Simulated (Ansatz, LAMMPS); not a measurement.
# Convergence of a linear-scaling basis for amorphous polyisobutylene (as short chains C10H22) at 300 K (96 atoms)

Wanted: errors and times of a linear-scaling basis for amorphous polyisobutylene (as short chains C10H22) at 300 K (96 atoms). A setting counts as converged where the r.m.s. difference of forces stays under 1 % of the r.m.s. force.

Calculated with Ansatz 0.2.0; Kohn-Sham DFT, PBE+D3(BJ), PAW (set soft_2), plane waves.

### 1. The starting structure

The cell holds 96 atoms: 30 C and 66 H. Its edges and angles: a = 9.361 Å, b = 9.361 Å, c = 9.361 Å, α = 90.0°, β = 90.0°, γ = 90.0°. 3 polyisobutylene chains of 2 units with methyl end groups placed at random, at 0.864 g/cm³; overlaps pushed apart, then 20 ps at 800 K with MMFF94 bonds, angles, torsions, charges and radii (Halgren, J. Comput. Chem. 17, 490 (1996)) in harmonic and 12-6 forms. Snapshot after 30 ps at 300 K and fixed volume.

Before any run, some limits are plain. The network of contacts between molecules at the start is that of the classical potential that made the cell, and needn't be the one that DFT or experiment would give. The density was typed from a rule of thumb and may lie off the real one at this temperature. The Brillouin zone is sampled at Γ only, in a cell whose shortest periodic width is 9 Å.

### 2. How the cell was made

A classical potential makes the cell, at a small fraction of what the same run would cost in DFT.

This step: classical MD, MMFF94 bonds, angles, torsions, charges and radii (Halgren, J. Comput. Chem. 17, 490 (1996)) in harmonic and 12-6 forms; charges of ions scaled by 0.8 (LAMMPS 22 Jul 2025 - Update 4).

The input, in.lmp:

```
# amorphous polyisobutylene
units real
atom_style full
boundary p p p
bond_style harmonic
angle_style harmonic
dihedral_style opls
improper_style harmonic
special_bonds lj 0 0 0.5 coul 0 0 0.75
read_data data.lmp
neigh_modify delay 0 every 1 check yes one 4000
comm_modify cutoff 12.0
timestep 0.5
thermo_style custom step time temp pe press density
thermo_modify norm yes
# push overlapping molecules apart
pair_style soft 2.6
pair_coeff * * 0.0
variable a equal ramp(1,60)
fix ad all adapt 1 pair soft a * * v_a
velocity all create 800 200731 mom yes dist gaussian
fix lim all nve/limit 0.03
fix lan all langevin 800 800 50 200732 zero yes
thermo 1000
run 3000 post no
unfix ad
pair_style lj/cut 8.4
pair_modify mix arithmetic tail yes
pair_coeff 1 1 0.0678 3.3680   # C
pair_coeff 2 2 0.0216 2.5400   # H
thermo 100
minimize 1e-5 1e-3 300 3000
reset_timestep 0
velocity all create 800 200733 mom yes dist gaussian
# [... 13 lines left out ...]
compute msd all msd com yes
thermo 7500
fix md all nvt temp 300 300 100
run 30000 post no
print "== T300: mean square displacement over the hold $(c_msd[4]:%.2f) A^2"
unfix md
uncompute msd
write_dump all custom T300.dump id type xs ys zs modify sort id
```

Launch:

```console
lmp -in in.lmp -log none -nocite
```

Output:

```text
LAMMPS (22 Jul 2025 - Update 4)
Reading data file ...
  orthogonal box = (0 0 0) to (9.36137 9.36137 9.36137)
  96 atoms
  orthogonal box = (0 0 0) to (9.36137 9.36137 9.36137)
  93 bonds
  180 angles
  243 dihedrals
WARNING: Bond/angle/dihedral extent > half of periodic box length
   Step          Time           Temp          PotEng         Press         Density
         0   0              800            0.82399399    -14733.762      0.86400101
      1000   500            576.91439      3.1289238      27133.731      0.86400101
      2000   1000           562.90935      3.6893751      57257.42       0.86400101
      3000   1500           459.07109      3.8857289      90524.424      0.86400101
WARNING: Bond/angle/dihedral extent > half of periodic box length
Loop time of 0.269727 s on 1 MPI rank(s) for 3000 steps with 96 atoms
WARNING: Bond/angle/dihedral extent > half of periodic box length
   Step          Time           Temp          PotEng         Press         Density
      3000   1500           459.07109      2.217472       12627.418      0.86400101
      3100   1550           459.07109      0.25631112     10119.744      0.86400101
      3200   1600           459.07109      0.23483417     9734.1351      0.86400101
[... 15 lines left out ...]
Loop time of 0.509517 s on 1 MPI rank(s) for 2000 steps with 96 atoms
WARNING: Bond/angle/dihedral extent > half of periodic box length
   Step          Time           Temp          PotEng         Press         Density
      2000   1000           598.82767      1.9531162      23781.276      0.86400101
[... 5 lines left out ...]
WARNING: Bond/angle/dihedral extent > half of periodic box length
Loop time of 5.82822 s on 1 MPI rank(s) for 20000 steps with 96 atoms
WARNING: Bond/angle/dihedral extent > half of periodic box length
   Step          Time           Temp          PotEng         Press         Density
[... 4 lines left out ...]
WARNING: Bond/angle/dihedral extent > half of periodic box length
Loop time of 5.54862 s on 1 MPI rank(s) for 20000 steps with 96 atoms
WARNING: Bond/angle/dihedral extent > half of periodic box length
   Step          Time           Temp          PotEng         Press         Density
[... 2 lines left out ...]
     52500   51500          293.04833      1.1550718      6048.426       0.86400101
     60000   59000          333.14444      0.99211698     12560.151      0.86400101
     67500   66500          337.85461      1.2223248      7009.1405      0.86400101
     72000   71000          349.34479      1.1108879      765.717        0.86400101
WARNING: Bond/angle/dihedral extent > half of periodic box length
Loop time of 7.70876 s on 1 MPI rank(s) for 30000 steps with 96 atoms
== T300: mean square displacement over the hold 3.42 A^2
```

Wall time 20 s (1 thread of Arm Neoverse V2, shared host); peak memory 0.12 GiB.

The input also reads data.lmp (atoms, bonds and types; not printed here).

### 3. Plane-wave single point

The first run fixes the reference, at a cutoff of 420 eV.

The input, input.yaml:

```yaml
crystal:
  lattice:
    - [9.36137, 0.0, 0.0]
    - [0.0, 9.36137, 0.0]
    - [0.0, 0.0, 9.36137]
  atoms:
    - { symbol: C, position: [0.14652, 0.18678, 0.35604] }
    - { symbol: C, position: [0.26151, 0.08481, 0.40046] }
    - { symbol: C, position: [0.35101, 0.13912, 0.52654] }
    - { symbol: C, position: [0.26036, 0.12687, 0.65672] }
    - { symbol: C, position: [0.4759, 0.03454, 0.54668] }
    - { symbol: C, position: [0.4141, 0.29218, 0.52489] }
    - { symbol: C, position: [0.52907, 0.34955, 0.42232] }
    - { symbol: C, position: [0.48607, 0.34318, 0.26998] }
    - { symbol: C, position: [0.54386, 0.51502, 0.45568] }
    - { symbol: C, position: [0.67125, 0.27809, 0.4477] }
    - { symbol: H, position: [0.06774, 0.20023, 0.43559] }
    - { symbol: H, position: [0.19236, 0.28603, 0.33564] }
    - { symbol: H, position: [0.09637, 0.14805, 0.25727] }
    - { symbol: H, position: [0.32339, 0.04503, 0.3043] }
    - { symbol: H, position: [0.20439, 0.98814, 0.43584] }
    - { symbol: H, position: [0.17961, 0.21236, 0.64943] }
    - { symbol: H, position: [0.19308, 0.03062, 0.65226] }
    - { symbol: H, position: [0.32258, 0.13943, 0.75511] }
    - { symbol: H, position: [0.54436, 0.02799, 0.4434] }
    - { symbol: H, position: [0.5479, 0.0663, 0.63291] }
    - { symbol: H, position: [0.43693, 0.92512, 0.55173] }
    - { symbol: H, position: [0.31024, 0.35519, 0.50085] }
    - { symbol: H, position: [0.45145, 0.31229, 0.63753] }
    - { symbol: H, position: [0.46016, 0.2308, 0.24183] }
    - { symbol: H, position: [0.38455, 0.407, 0.25185] }
    - { symbol: H, position: [0.56212, 0.38121, 0.20086] }
    - { symbol: H, position: [0.61153, 0.56515, 0.38197] }
    - { symbol: H, position: [0.57237, 0.53906, 0.56898] }
    - { symbol: H, position: [0.44062, 0.57032, 0.42284] }
    - { symbol: H, position: [0.68112, 0.18563, 0.37162] }
    - { symbol: H, position: [0.68715, 0.24834, 0.56467] }
    - { symbol: H, position: [0.76151, 0.3446, 0.42151] }
    - { symbol: C, position: [0.16682, 0.70012, 0.16474] }
    - { symbol: C, position: [0.14743, 0.64759, 0.30951] }
    - { symbol: C, position: [0.99086, 0.61527, 0.3565] }
    - { symbol: C, position: [0.91876, 0.7622, 0.36924] }
    - { symbol: C, position: [0.91234, 0.52872, 0.24085] }
    - { symbol: C, position: [0.98334, 0.53095, 0.50155] }
    - { symbol: C, position: [0.05454, 0.58213, 0.64797] }
    - { symbol: C, position: [0.20906, 0.62822, 0.64501] }
    - { symbol: C, position: [0.03591, 0.47607, 0.77449] }
    - { symbol: C, position: [0.98732, 0.71997, 0.68929] }
    - { symbol: H, position: [0.10222, 0.79363, 0.12791] }
    - { symbol: H, position: [0.27577, 0.73056, 0.14941] }
    - { symbol: H, position: [0.14476, 0.6229, 0.08198] }
    - { symbol: H, position: [0.19751, 0.72521, 0.37428] }
    - { symbol: H, position: [0.20501, 0.54882, 0.32298] }
    - { symbol: H, position: [0.88823, 0.80354, 0.25754] }
    - { symbol: H, position: [0.99241, 0.84671, 0.39962] }
    - { symbol: H, position: [0.83116, 0.77038, 0.44978] }
    - { symbol: H, position: [0.97624, 0.42712, 0.20718] }
    - { symbol: H, position: [0.89206, 0.59852, 0.15514] }
    - { symbol: H, position: [0.81292, 0.49032, 0.27799] }
    - { symbol: H, position: [0.03315, 0.42362, 0.49441] }
    - { symbol: H, position: [0.87013, 0.51422, 0.51813] }
    - { symbol: H, position: [0.26592, 0.61762, 0.7464] }
    - { symbol: H, position: [0.22022, 0.73218, 0.5895] }
    - { symbol: H, position: [0.26393, 0.55433, 0.58148] }
    - { symbol: H, position: [0.93865, 0.41406, 0.758] }
    - { symbol: H, position: [0.02933, 0.5161, 0.88137] }
    - { symbol: H, position: [0.12383, 0.40092, 0.77642] }
    - { symbol: H, position: [0.01051, 0.81629, 0.62041] }
    - { symbol: H, position: [0.86979, 0.70792, 0.68798] }
    - { symbol: H, position: [0.0303, 0.75196, 0.78766] }
    - { symbol: C, position: [0.60526, 0.59574, 0.8892] }
    - { symbol: C, position: [0.57418, 0.67972, 0.02994] }
    - { symbol: C, position: [0.59119, 0.84087, 0.02064] }
    - { symbol: C, position: [0.46244, 0.8928, 0.9343] }
    - { symbol: C, position: [0.57384, 0.89244, 0.17189] }
    - { symbol: C, position: [0.73193, 0.87714, 0.95454] }
    - { symbol: C, position: [0.78404, 0.03706, 0.9445] }
    - { symbol: C, position: [0.85978, 0.07295, 0.07916] }
    - { symbol: C, position: [0.90342, 0.0298, 0.82589] }
    - { symbol: C, position: [0.67015, 0.14714, 0.91884] }
    - { symbol: H, position: [0.60439, 0.48556, 0.90805] }
    - { symbol: H, position: [0.52987, 0.62728, 0.81042] }
    - { symbol: H, position: [0.71425, 0.61378, 0.85825] }
    - { symbol: H, position: [0.64862, 0.64269, 0.1101] }
    [... 12 atom lines left out ...]
    - { symbol: H, position: [0.85724, 0.0054, 0.7136] }
    - { symbol: H, position: [0.95942, 0.13334, 0.82395] }
    - { symbol: H, position: [0.99037, 0.95456, 0.84699] }
    - { symbol: H, position: [0.6072, 0.18374, 0.01411] }
    - { symbol: H, position: [0.72332, 0.24682, 0.87126] }
    - { symbol: H, position: [0.59245, 0.10415, 0.83436] }
kpoints:
  mp_grid: { grid: [1, 1, 1] }
hamiltonian:
  xc: pbe
  dispersion: d3bj
scf:
  occupations: { method: gaussian, width: 0.05 }
output:
  forces: true
  stress: true
  populations: intrinsic
  dos:
    method: { smearing: { sigma: 0.08 } }
    de: 0.1
    projected: { site_lists: { C: [C], H: [H] } }
  eigenvalues: true
  write_density: true
  write_potential: true
  volumetric_format: npy
  elf: true
```

Launch:

```console
ansatz run input.yaml --threads 4 --pin off --max-ram 8192MiB --backend cpu --events-out ev --progress --plain --runs-dir out
```

Output:

```text
Engine: ansatz 0.2.0, aarch64-unknown-linux-gnu
Pseudopotentials: kind: paw
Pseudopotential: C, paw, valence charge 4, recommended cutoff 420 eV (normal), C.paw.azcp
Pseudopotential: H, paw, valence charge 1, recommended cutoff 420 eV (normal), H.paw.azcp
[... 5 lines on functional and potentials left out ...]
Crystal: 96 atoms, lattice volume = 820.386 Å³
Basis set: ecut = 420 eV, 15967 PW (Γ), exchange–correlation on 128×128×128 points (8 copies of the dense FFT grid, shifted against one another)
Bands: 189, of which v1, the nominal top of the filled ones, is band 93 counted from 1 (92 counted from 0)
Symmetry: 1 space group operations
Space group: P1 (ITA 1), of the structure as read, at distance tolerance 9.4e-5 Å
k-points: 1
[... 5 lines on functional and potentials left out ...]
Initial density: superposition of atomic densities (neutral atoms: chi_scale 0, normalization atom), corrected by the library's trained network
Initial wavefunctions: pseudopotential atomic-orbital guess
Functional: x = pbe(κ = 0.804, μ = 0.219515), c = pbe(β = 0.066725)
SCF iter   1: F=—  HF=-8593.077427 eV  |F-HF|=—  |Δ(HF+E_count)|=         —  Δρ=4.77e-3  dr2=1.98e-1  ethr=1.77e-3  ⟨swp⟩=6.0  Hψ=903  notcnv=0  defer=28
preconditioner: auto → Resta (q_TF=auto, 2.130 Å⁻¹)  ε∞=2.3  [insulator: Δε(μ)=5.540 eV  Ē_g=15.702 eV  σ=0.050 eV  W_gap=1.00  n_scr=146 (ndim 8)  ℏωp=17.7 eV  f_vac=0.186  D(μ)=0.00/eV (n_scr^D=0)  ε∞_Penn≈2.3]
SCF iter   2: F=—  HF=-8593.052684 eV  |F-HF|=—  |Δ(HF+E_count)|=   2.47e-2  Δρ=1.83e-3  dr2=3.27e-2  ethr=1.07e-4  ⟨swp⟩=3.0  Hψ=320  notcnv=0  defer=87
SCF iter   3: F=—  HF=-8593.059944 eV  |F-HF|=—  |Δ(HF+E_count)|=   7.26e-3  Δρ=6.83e-4  dr2=5.44e-3  ethr=1.76e-5  ⟨swp⟩=3.0  Hψ=203  notcnv=0  defer=87
SCF iter   4: F=—  HF=-8593.062221 eV  |F-HF|=—  |Δ(HF+E_count)|=   2.28e-3  Δρ=1.65e-4  dr2=4.07e-4  ethr=2.92e-6  ⟨swp⟩=2.0  Hψ=174  notcnv=0  defer=87
SCF iter   5: F=—  HF=-8593.062248 eV  |F-HF|=—  |Δ(HF+E_count)|=   2.77e-5  Δρ=6.69e-5  dr2=5.87e-5  ethr=2.19e-7  ⟨swp⟩=2.0  Hψ=190  notcnv=0  defer=87
SCF iter   6: F=—  HF=-8593.063077 eV  |F-HF|=—  |Δ(HF+E_count)|=   8.28e-4  Δρ=2.01e-5  dr2=3.83e-6  ethr=3.16e-8  ⟨swp⟩=2.0  Hψ=270  notcnv=0  defer=87
SCF iter   7: F=—  HF=-8593.063074 eV  |F-HF|=—  |Δ(HF+E_count)|=   3.18e-6  Δρ=5.67e-6  dr2=3.33e-7  ethr=2.06e-9  ⟨swp⟩=2.0  Hψ=193  notcnv=0  defer=87
SCF iter   8: F=-8593.063073 eV  HF=-8593.063073 eV  |F-HF|=4.59e-8  |Δ(HF+E_count)|=   2.64e-7  Δρ=2.17e-6  dr2=4.85e-8  ethr=5.38e-11  ⟨swp⟩=19.0  Hψ=1629  notcnv=0
SCF 1 converged in 8 iterations: F = -8593.063073 eV  dr2 = 4.85e-8
  greatest PAW one-centre occupation: 0.670 electrons in one spin orbital (limit 2), on the C atom at site 67 (counted from 0), in its partial waves of l = 0
WARN: The input density's exchange-correlation potential varies sharply where the density is thin. Do not read a vacuum level from v_tot or v_xc, or from such a field of the output density. On a cell that repeats whose density bears no net charge and no dipole along the vacuum's axis use v_es (v_loc + v_h of the components); [...]
SCF converged after 8 iterations
Free energy (F): -8593.063073 eV
Harris-Foulkes:  -8593.063073 eV  (|F-HF|=4.59e-8)
Internal energy: -8593.063073 eV  (E = F + TS)
E sigma→0 (E₀):  -8593.063073 eV
Fermi energy:    1.072698 eV
--- Per-component energies (eV) ---
  E_band       = -1264.929327
  E_kinetic    = 3688.347213
  E_local      = -11131.801966  (includes V_loc(G=0)·N_el)
  E_nonlocal   = 925.559607
  E_hartree    = 4041.017762
  E_xc         = -2054.891630
  E_vxc        = -2575.642392  (∫ρ·V_xc dr)
  E_paw        = -3019.934414  (= ΣΔE_a)
  E_vpaw       = -253.341405  (= ΣTr[D̂ρ^β])
  E_aug_tail   = -0.091718  (compensation charges beyond the density's cutoff)
  E_ewald      = -1036.362051
  E_disp       = -4.905876  (pairwise vdW)
  E_smearing   = -0.000000  (= −TS)
  E_closure    = -0.000000  (closes the sum)
  Σ components = -8593.063073   (vs F -8593.063073, Δ=0.00e0)
--- Forces (eV/Å), atoms counted from 1 ---
  atom   1  C     -0.02043808    -1.43808628    -1.28317213
  atom   2  C      0.17328949    -0.60749825    -0.75238921
  atom   3  C      2.30753052    -1.28761078    -0.38554960
  atom   4  C     -1.44144944     0.69507997     0.30237890
  atom   5  C      0.98836338    -0.38455465    -2.45585121
  atom   6  C     -2.16169128     0.76566463    -0.22878577
  atom   7  C      0.04043443     1.66970054     1.38142915
  atom   8  C     -3.40294011    -1.38480205     0.38143842
  atom   9  C     -2.26329118    -0.66091054     0.70142687
  atom  10  C      0.61014231    -1.24828153     0.37682824
  atom  11  H     -1.10711240     0.09411002     0.97417544
  atom  12  H      0.59427685     1.94484775    -0.59377055
  atom  13  H     -0.19235863     0.13782847     0.08373126
  atom  14  H     -0.14417533     0.66384400     0.83449412
[...]
atom  95  H     -0.63300175    -0.91873828     0.51733895
  atom  96  H      0.79808330     0.85426807     0.93604687
  max |Σ_I F_I| component: 1.01e-4 eV/Å
--- Stress (GPa, compression-positive) ---
        2.751724      -0.106230      -1.335112
       -0.106230       2.658324       0.011928
       -1.335112       0.011928       1.819054
  P = ⅓ Tr σ = 2.4097 GPa (24.097 kbar)
--- Band table (eV) ---
  k-point 0: bands = ["-16.2290", "-16.1648", "-16.0071", "-15.3403", [... 173 levels ...], "11.6265", "11.6989", "11.8276", "11.8786", "11.9211", "11.9848", "12.0822", "12.1368", "12.2800", "12.4172", "12.4669", "12.5038"]
--- intrinsic populations: 96 sites ---
  site symbol       q [e]
     0      C      4.5283
     1      C      4.2913
     2      C      3.9432
[...]
95      H      0.8588
  spilling = 0.000000 (of n_electrons = 186.000000)
```

It took 5 s on 4 threads of Arm Neoverse V2, shared host; peak memory 0.77 GiB.

The program notes that the exchange-correlation potential is rough where the density is thin.

Read from the output:

- free energy: -8593.0631 eV
- free energy per atom: -89.5111 eV/atom
- SCF cycles: 8
- pressure: 2.41 GPa
- r.m.s. force component: 0.8877 eV/Å
- longest force: 3.694 eV/Å
- Fermi energy: 1.073 eV
- gap (highest filled to lowest empty level): 5.545 eV

The r.m.s. force component of 0.89 eV/Å sets the scale for the differences below.

### 4. Support functions medium

The cell is solved in localised support functions.

This step: Kohn-Sham DFT, PBE+D3(BJ), PAW (set soft_2), localised support functions (medium) (Ansatz 0.2.0).

input.yaml, the sections that differ from step 3:

```yaml
scf:
  occupations: { method: gaussian, width: 0.05 }
  eigensolver: { kind: { support_functions: { accuracy: medium } } }
  max_iter: 150
output:
  forces: true
  eigenvalues: true
# crystal, kpoints, hamiltonian: as in step 3
```

Output:

```text
Warning: scf.eigensolver.kind.support_functions: disabling space-group detection — the functions' gradient is summed over unrotated k-points, so no spatial operation reduces the k-mesh or symmetrises the density; time reversal is kept, so that k and −k are solved as one point where they differ and the mesh holds both, and exact exchange and, on two spinor components, a DFT+U term hold to it where the run has them: [...]
settings of this run that can trade accuracy for cost: scf.eigensolver.kind.support_functions [...]
[...]
Crystal: 96 atoms, lattice volume = 820.386 Å³
Basis set: ecut = 420 eV, 15967 PW (Γ), exchange–correlation on 128×128×128 points (8 copies of the dense FFT grid, shifted against one another)
Bands: 112, of which v1, the nominal top of the filled ones, is band 93 counted from 1 (92 counted from 0)
Symmetry: 1 space group operations
k-points: 1
[...]
SCF iter   1: F=—  HF=-8626.800643 eV  |F-HF|=—  |Δ(HF+E_count)|=         —  Δρ=1.22e-1  dr2=1.43e2  ethr=1.00e-1
[...]
SCF iter  10: F=—  HF=-8593.382147 eV  |F-HF|=—  |Δ(HF+E_count)|=   6.60e-4  Δρ=1.76e-5  dr2=3.94e-6  ethr=1.30e-8  κ⁻¹=6.4e-7(r=7)
SCF iter  11: F=-8593.382610 eV  HF=-8593.382610 eV  |F-HF|=9.88e-8  |Δ(HF+E_count)|=   4.63e-4  Δρ=4.19e-6  dr2=2.26e-7  ethr=2.12e-9
SCF 1 converged in 11 iterations: F = -8593.385987 eV  dr2 = 2.26e-7
[...]
SCF converged after 11 iterations
Stability not checked: this state was not tested for a lower state beside it, because the mixer in use, unlike msr1, does not test its closes by its own steps (another_mixer; see scf.mixing.algorithm and scf.lower_state_search)
Free energy (F): -8593.385987 eV
[...]
Internal energy: -8593.385987 eV  (E = F + TS)
E sigma→0 (E₀):  -8593.385987 eV
Fermi energy:    1.072020 eV
[...]
Σ components = -8593.385987   (vs F -8593.385987, Δ=0.00e0)
--- Forces (eV/Å), atoms counted from 1 ---
  atom   1  C     -0.02778664    -1.42987635    -1.28576118
  atom   2  C      0.17493712    -0.62012815    -0.75567274
  atom   3  C      2.30766582    -1.28658467    -0.38679091
  atom   4  C     -1.44880873     0.69539527     0.30896238
[...]
atom  96  H      0.80259286     0.85700953     0.94113311
  max |Σ_I F_I| component: 2.56e-3 eV/Å
--- Band table (eV) ---
[...]
```

Run time: 29 s. Hardware: 4 threads; peak memory 1.7 GiB; 1.8 min of CPU time.

The program notes that the band table was not solved further than the SCF left it and it switched symmetry off.

Keys that differ from the reference: support_functions.accuracy = "medium" and scf.max_iter = 150.

Forces differ from the reference by 5.9 meV/Å r.m.s., 0.66 % of their size, within a tolerance of 1 %; the energy by -3.4 meV/atom. It took roughly 5.7 times the reference's time (one timing each, with unlike analyses asked), in 11 cycles against 8.

[end of part 1 of 3]

[Long decimals in the printed logs are rounded to 6 places.]

[Logs are printed without paths, hosts, clocks, repeated set-up lines and the standing remarks that a program may print on its own settings, such as how far it seeks lower states.]

[Hosts, paths, dates, database ids (printed as entryN), source tags and the programs' standing remarks are cut or masked in the printed files.]

[The MMFF94 radii named for the starting cell were scaled by 0.96; in molecules described by MMFF94, hydrogen bound to N, O or S took a small fixed 12-6 site in their place.]
